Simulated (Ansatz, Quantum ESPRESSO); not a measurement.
# Band offsets of the ZnS/Si(110) superlattice, 5 + 5 layers, a = 5.351 Å, part 2 of 2

How do the band edges meet in the ZnS/Si(110) superlattice, 5 + 5 layers, a = 5.351 Å?

Quantum ESPRESSO 7.5; plane-wave DFT, LDA, GBRV ultrasoft pseudopotentials; cross-check by Ansatz 0.2.0 with PAW datasets.

So far. Step 11 (SCF with pw.x of the superlattice): The run needed 12 iterations to bring the estimated error under 1e-07 Ry; the largest force on any atom, held or free, is 0.83 eV/Å. Step 14 (Projections on atomic orbitals): The atomic orbitals miss 0.3 % of the occupied states; for empty states the projections can miss much more.

## Step 16: The same in Ansatz of bulk ZnS

A second code with its own PAW datasets, on the same atoms.

Level of this step: plane-wave DFT, LDA, Ansatz PAW (Ansatz 0.2.0).

Contents of input.yaml:

```yaml
crystal:
  lattice:
    - [5.351, 0.0, 0.0]
    - [0.0, 3.7837283861, 0.0]
    - [0.0, 0.0, 3.7837283861]
  atoms:
    - { symbol: Zn, position: [0.0, 0.0, 0.0] }
    - { symbol: S, position: [0.25, 0.5, 0.0] }
    - { symbol: Zn, position: [0.5, 0.5, 0.5] }
    - { symbol: S, position: [0.75, 0.0, 0.5] }
kpoints:
  mp_grid: { grid: [6, 8, 8] }
hamiltonian:
  xc: lda
scf:
  occupations: { method: fermi_dirac, width: 0.02 }
  convergence: { dr2_threshold: 1.0e-08 }
output:
  eigenvalues: true
checkpoint:
  write: az.a.run
  compress: false
  write_wavefunctions: false
```

Command:

```sh
$ ansatz run input.yaml --threads 4 --pin off --max-ram 8192MiB --backend cpu --events-out ev --progress --plain --runs-dir out
```

Run time: 5.3 s. Hardware: 4 threads of Intel Xeon at 2.50GHz (Skylake/Cascade Lake), shared host; peak memory 0.39 GiB; 17 s of CPU time.

Read from the output:

| Quantity | Value |
| --- | --- |
| free energy | -8234.8603 eV |
| Fermi energy | 6.904 eV |
| gap by band count | 1.988 eV |
| symmetry operations | 16 |

## Step 17: The same in Ansatz of bulk Si

input.yaml, the sections that differ from step 16:

```yaml
crystal:
  lattice:
    - [5.351, 0.0, 0.0]
    - [0.0, 3.7837283861, 0.0]
    - [0.0, 0.0, 3.7837283861]
  atoms:
    - { symbol: Si, position: [0.0, 0.0, 0.0] }
    - { symbol: Si, position: [0.25, 0.5, 0.0] }
    - { symbol: Si, position: [0.5, 0.5, 0.5] }
    - { symbol: Si, position: [0.75, 0.0, 0.5] }
checkpoint:
  write: az.b.run
  compress: false
  write_wavefunctions: false
# kpoints, hamiltonian, scf, output: as in step 16
```

Wall time 2.6 s (4 threads); peak memory 0.37 GiB.

Read from the output:

```
free energy         : -2434.5708 eV
Fermi energy        : 6.725 eV
gap by band count   : 0.3930 eV
symmetry operations : 32
```

## Step 18: Offsets by Ansatz's align-bands

Level of this step: band offsets by ansatz align-bands; plane-wave DFT, LDA, Ansatz PAW (Ansatz 0.2.0).

Contents of align.yaml:

```yaml
offset:
  left:
    bulk: { run: az.a.run }
    window: [1.891864193065, 5.675592579194]
    period: 3.783728386129
  right:
    bulk: { run: az.b.run }
    window: [11.35118515839, 15.13491354452]
    period: 3.783728386129
  interface: { run: relax.run, axis: 3 }
```

Command:

```sh
$ ansatz align-bands align.yaml -- --threads 4 --pin off
```

Wall time 0.15 s (4 threads).

The input was rejected at the start.

The program's message: “Error: offset.right.bulk (az.b.run): the run's report holds no band edges: run a crystal with a gap at scf.occupations.method: fixed (a smearing can hide a gap that it is not narrow beside), with an e …”

## Step 19: Ground state of bulk Si, with degauss = 0.03

How much does a setting matter? One run is repeated with a change.

Level of this step: plane-wave DFT, LDA, GBRV ultrasoft pseudopotentials (Quantum ESPRESSO 7.5).

Contents of b.w0.in:

```
&control
  prefix = 'b.w0'
  outdir = './out'
  pseudo_dir = './pseudo'
  calculation = 'scf'
  tprnfor = .true.
/
&system
  ibrav = 0
  nat = 4
  ntyp = 1
  ecutwfc = 40
  ecutrho = 200
  occupations = 'smearing'
  smearing = 'fd'
  degauss = 0.03
/
&electrons
  conv_thr = 1e-07
  mixing_beta = 0.5
  electron_maxstep = 120
/
ATOMIC_SPECIES
  Si  28.0850  si_lda_v1.uspp.F.UPF
CELL_PARAMETERS angstrom
  5.35100000000000 0.00000000000000 0.00000000000000
  0.00000000000000 3.78372838612922 0.00000000000000
  0.00000000000000 0.00000000000000 3.78372838612922
ATOMIC_POSITIONS crystal
  Si  0.000000000000 0.000000000000 0.000000000000
  Si  0.250000000000 0.500000000000 0.000000000000
  Si  0.500000000000 0.500000000000 0.500000000000
  Si  0.750000000000 0.000000000000 0.500000000000
K_POINTS automatic
  6 8 8 0 0 0
```

Command:

```sh
$ OMP_NUM_THREADS=1 mpirun -n 4 pw.x -nk 4 -in b.w0.in > b.w0.out
```

The job ended after 18 s (4 MPI ranks; peak memory 0.34 GiB; 67 s of CPU time).

The changed values were drawn from a wide range, not chosen for quality; the comparison shows what they did here together.

Beside the run it was changed from:

```csv
quantity,this run,unchanged run,difference
free energy (eV),-524.2024,-524.0871,-0.12
wall time (s),18,18,
SCF iterations,7,7,
```

The free energy moves by -29 meV an atom.

The free energy holds the smearing's entropy term, so it moves with degauss by construction.

## Step 20: Self-consistent run of bulk Si, with electron_maxstep = 5

Another try, with an input changed as a hurried user might.

Contents of b.bad.in:

```
&control
  prefix = 'b.bad'
  outdir = './out'
  pseudo_dir = './pseudo'
  calculation = 'scf'
  tprnfor = .true.
/
&system
  ibrav = 0
  nat = 4
  ntyp = 1
  ecutwfc = 40
  ecutrho = 200
  occupations = 'smearing'
  smearing = 'fd'
  degauss = 0.002
/
&electrons
  conv_thr = 1e-07
  mixing_beta = 0.5
  electron_maxstep = 5
/
ATOMIC_SPECIES
  Si  28.0850  si_lda_v1.uspp.F.UPF
CELL_PARAMETERS angstrom
  5.35100000000000 0.00000000000000 0.00000000000000
  0.00000000000000 3.78372838612922 0.00000000000000
  0.00000000000000 0.00000000000000 3.78372838612922
ATOMIC_POSITIONS crystal
  Si  0.000000000000 0.000000000000 0.000000000000
  Si  0.250000000000 0.500000000000 0.000000000000
  Si  0.500000000000 0.500000000000 0.500000000000
  Si  0.750000000000 0.000000000000 0.500000000000
K_POINTS automatic
  6 8 8 0 0 0
```

Command:

```sh
$ OMP_NUM_THREADS=1 mpirun -n 4 pw.x -nk 4 -in b.bad.in > b.bad.out
```

Elapsed: 13 s, on 4 MPI ranks; peak memory 0.34 GiB.

The run ended without convergence. The estimated SCF accuracy went from 0.124 Ry in the first cycle kept to 6.7e-07 Ry at best and 6.7e-07 Ry in the last. The change made on purpose: too few SCF iterations.

More iterations help only where the error still falls; otherwise the mixing, the start or the set-up has to change.

## Step 21: Outcome

```
valence top of Si less that of ZnS       : 1.29 eV
conduction bottom of Si less that of ZnS : -0.29 eV
gap of bulk ZnS along the path           : 1.98 eV
gap of bulk Si along the path            : 0.40 eV
```

In words: The valence top of Si lies 1.29 eV above that of ZnS, and its conduction bottom 0.29 eV below (LDA, GBRV ultrasoft). At this level the alignment is straddling (type I): one gap lies inside the other. The conduction bottom lies at Γ in ZnS and on the line from Γ to X in Si, so the conduction offset joins unlike valleys. The atoms are held on ideal sites, so the interface is not relaxed. The thickness of the layers was not varied. Both crystals are held cubic at a = 5.351 Å, a typed value between or near their lattice constants, which no run here tested; a real film grown on one of them would be clamped in the plane and relax along the normal. Semilocal gaps are too small and can put the valleys in the wrong order, which spoils the conduction offset more than the valence offset.

Computed beside measured:

| quantity | measured | LDA, GBRV ultrasoft |
| --- | --- | --- |
| valence-band offset (size of the offset at ZnS/Si) (eV) | 1.52 | 1.29 (-0.23 eV) |

Measured values from arxiv:2401.02021 (2024).

How well it matches: The valence-band offset is off by -0.23 eV: good agreement. The grades are ours: good and fair within 20 and 40 % for the valence-band offset. Zero-point motion and thermal motion are not in the computed valence-band offset.

[Logs are printed without paths, hosts, clocks, repeated set-up lines and the standing remarks that a program may print on its own settings, such as how far it seeks lower states.]

[Hosts, paths, dates, database ids (printed as entryN), source tags and the programs' standing remarks are cut or masked in the printed files.]

[Maps of the electrostatic potential energy from Ansatz leave out the sawtooth potential of an applied field or a dipole correction, so their vacuum need not be flat; planar profiles and work functions include it.]
